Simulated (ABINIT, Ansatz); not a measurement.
# K2TaNbO6 (Fm-3m): changed settings of a GW run in ABINIT, part 2 of 2

What do changed inputs do to GW on K2TaNbO6 (Fm-3m)?

ABINIT 10.8.3; PBEsol and many-body steps on it, plane waves. Known limits of the many-body steps: not at the basis limit; no spin-orbit coupling; coarse k mesh.

So far. Step 3 (Base): The gap on the mesh goes from 1.70 eV to 3.03 eV, a correction of +1.33 eV. Step 4 (No symmetry in the self-energy): Against G0W0 in ABINIT (2×2×2 mesh, 127 bands, screening to 114.3 eV, Godby-Needs plasmon pole), the gap moves by −0.002 eV.

## (5) Screening cutoff above the file's

Level of this step: G0W0 on PBEsol, plane waves, norm-conserving pseudopotentials (ABINIT).

run.abi reads:

```
acell 3*1.0 Angstrom
rprim 
  -0.000000000000 4.044428000000 4.044428000000
  4.044428000000 -0.000000000000 4.044428000000
  4.044428000000 4.044428000000 -0.000000000000
ntypat 4
znucl 19 73 41 8
natom 10
typat 1 1 2 3 4 4 4 4 4 4
xred 
  0.250000000000 0.250000000000 0.250000000000
  0.750000000000 0.750000000000 0.750000000000
  0.500000000000 0.500000000000 0.500000000000
  -0.000000000000 0.000000000000 -0.000000000000
  0.749028000000 0.250972000000 0.250972000000
  0.250972000000 0.749028000000 0.749028000000
  0.250972000000 0.749028000000 0.250972000000
  0.749028000000 0.250972000000 0.749028000000
  0.250972000000 0.250972000000 0.749028000000
  0.749028000000 0.749028000000 0.250972000000
pp_dirpath "pseudos"
pseudos "K.upf, Ta.upf, Nb.upf, O.upf"
ecut 37
ngkpt 2 2 2
nshiftk 1
shiftk 0 0 0
kptopt 1
chksymbreak 0
istwfk *1
occopt 1
irdwfk 1
optdriver 4
nband 127
gwcalctyp 0
ecutsigx 37
symsigma 1
nkptgw 1
kptgw 
  0.0000000000 0.0000000000 0.0000000000
bdgw 
  38 43
ecuteps 16.8
irdscr 1
ppmodel 1
indata_prefix "in"
outdata_prefix "out"
tmpdata_prefix "tmp"
```

Command:

```sh
> OMP_NUM_THREADS=1 mpirun -n 4 abinit run.abi > log
```

The log of the run:

```text
.Version 10.8.3 of ABINIT. v10.8.2 released Aug 2026.

 Symmetries : space group Fm -3 m (#225); Bravais cF (face-center cubic)
[... echo of the input left out ...]
== DATASET  1 ==================================================================
-   mpi_nproc: 4, omp_nthreads: 1 (-1 if OMP is not activated)

--- !DatasetInfo
iteration_state: {dtset: 1, }
dimensions: {natom: 10, nkpt: 3, mband: 127, nsppol: 1, nspinor: 1, nspden: 1, mpw: 9608, }
cutoff_energies: {ecut:  37.0, pawecutdg:  -1.0, }
electrons: {nelect:   8.00000000E+01, charge:   0.00000000E+00, occopt:   1.00000000E+00, tsmear:   1.00000000E-02, }

 SIGMA: Calculation of the GW corrections

 Based on a program developped by R.W. Godby, V. Olevano, G. Onida, and L. Reining.
 Incorporated in ABINIT by V. Olevano, G.-M. Rignanese, and M. Torrent.
.Using double precision arithmetic ; gwpc =  8

[... cell and pseudopotentials left out ...]
--------------------------------------------------------------------------------

 ==== K-mesh for the wavefunctions ====
 Number of points in the irreducible wedge :     3
[... list of points left out ...]
 Together with 48 symmetry operations and time-reversal symmetry
 yields     8 points in the full Brillouin Zone.

 ==== Q-mesh for screening function ====
 Number of points in the irreducible wedge :     3
[... list of points left out ...]
 Together with 48 symmetry operations and time-reversal symmetry
 yields     8 points in the full Brillouin Zone.

 vcoul_init : cutoff-mode = AUXILIARY_FUNCTION
 q-points for optical limit:   1
     1)      0.000010    0.000020    0.000030
 setmesh: FFT mesh size selected  =    60x   60x   60
          total number of points  =       216000

 Number of electrons calculated from density =   80.0000; Expected =   80.0000
[...]
number of k-points in BZ                            8
 number of q-points in BZ                            8
 number of frequencies for dSigma/dE                 9
 frequency step for dSigma/dE [eV]                0.25
 number of omega for Sigma on real axis              0
 max omega for Sigma on real axis  [eV]           0.00
 zcut for avoiding poles [eV]                     0.10

 EPSILON^-1 parameters (SCR file):
 dimension of the eps^-1 matrix on file            339
 dimension of the eps^-1 matrix used               339
 number of plane-waves for wavefunctions          9577
 number of bands                                   127
 number of q-points in IBZ                           3
 number of frequencies                               2
 number of real frequencies                          1
 number of imag frequencies                          1

 matrix elements of self-energy operator (all in [eV])

 Perturbative Calculation

--- !SelfEnergy_ee
iteration_state: {dtset: 1, }
kpoint     : [   0.000,    0.000,    0.000, ]
spin       : 1
KS_gap     :    1.698
QP_gap     :    3.032
Delta_QP_KS:    1.334
data: !SigmaeeData |
     Band     E0 <VxcDFT>   SigX SigC(E0)      Z dSigC/dE  Sig(E)    E-E0       E
       38   5.219 -19.860 -24.589   5.232   0.766  -0.305 -19.475   0.385   5.604
       39   5.219 -19.860 -24.589   5.232   0.766  -0.305 -19.475   0.385   5.604
       40   5.219 -19.860 -24.589   5.232   0.766  -0.305 -19.475   0.385   5.604
       41   6.917 -15.369  -9.559  -3.707   0.818  -0.223 -13.649   1.719   8.636
       42   6.917 -15.369  -9.559  -3.707   0.818  -0.223 -13.649   1.719   8.636
       43   6.917 -15.369  -9.559  -3.707   0.818  -0.223 -13.649   1.719   8.636

== END DATASET(S) ==============================================================
================================================================================

 -outvars: echo values of variables after computation  --------
           etotal      0.0000000000E+00
            nband         127
             nkpt           3
          spgroup         225
 [... the other variables as echoed above ...]

 Calculation completed.
```

The job ended after 8.2 s (4 MPI ranks of Intel Xeon Platinum 8488C (Sapphire Rapids), shared host; peak memory 1.2 GiB; 32 s of CPU time).

The run ended normally, though the input holds a fault or crude settings.

The fault put into this input: screening cutoff above the file's. It printed a gap of 3.03 eV, the value of the sound run: the program fell back on what its files hold, so an unchanged gap is no proof of convergence.

## (6) Side by side

Times are wall times on 4 MPI ranks of Intel Xeon Platinum 8488C (Sapphire Rapids), shared host, good to a factor of about two. A run's time includes the screening step that it read.

```
                           run   mesh  bands  screening cutoff (eV)  DFT gap (eV)  gap on the mesh (eV)  direct (eV)  ε∞ used  time
                          base  2×2×2    127                  114.3         1.698                 3.032        3.032     8.43  57 s
no symmetry in the self-energy  2×2×2    127                  114.3         1.698                 3.030        3.030     8.43  63 s
```

## (7) Outcome

- base: 3.032 eV
- no symmetry in the self-energy: 3.030 eV
- known limits: not at the basis limit; no spin-orbit coupling; coarse k mesh

No symmetry in the self-energy: −0.002 eV against base (keys changed: symsigma). Bands and cutoff are finite, so the gap is not at the basis limit. The miss can reach some tenths of an eV and take either sign; the mesh is an error of its own. In the G0W0 runs levels were corrected at 1 k point alone, so a gap called «on the mesh» is the least over those, and an edge elsewhere would be missed. The 2×2×2 mesh is coarse for this cell, which bears on the long-range parts of exchange and screening. The many-body steps are scalar-relativistic: spin-orbit coupling is not in them.

[Paths, hosts, dates, memory and timing lines, banners, echoed tables and standing remarks are left out of the program output.]

[Logs are printed without paths, hosts, clocks, repeated set-up lines and the standing remarks that a program may print on its own settings, such as how far it seeks lower states.]

[Runs of the session that timed out or met a known fault of the program may be left out.]

[Hosts, paths, dates, database ids (printed as entryN), source tags and the programs' standing remarks are cut or masked in the printed files.]

[G0W0 gaps are taken among the corrected bands and points alone; a level outside them can change the order at an edge.]

[Where Ansatz stands beside ABINIT at settings called matched, ABINIT's density can come from a denser mesh and the files from another edition; pairs whose starting gaps differed by over 0.03 eV were left out, so agreement reads better than it is.]
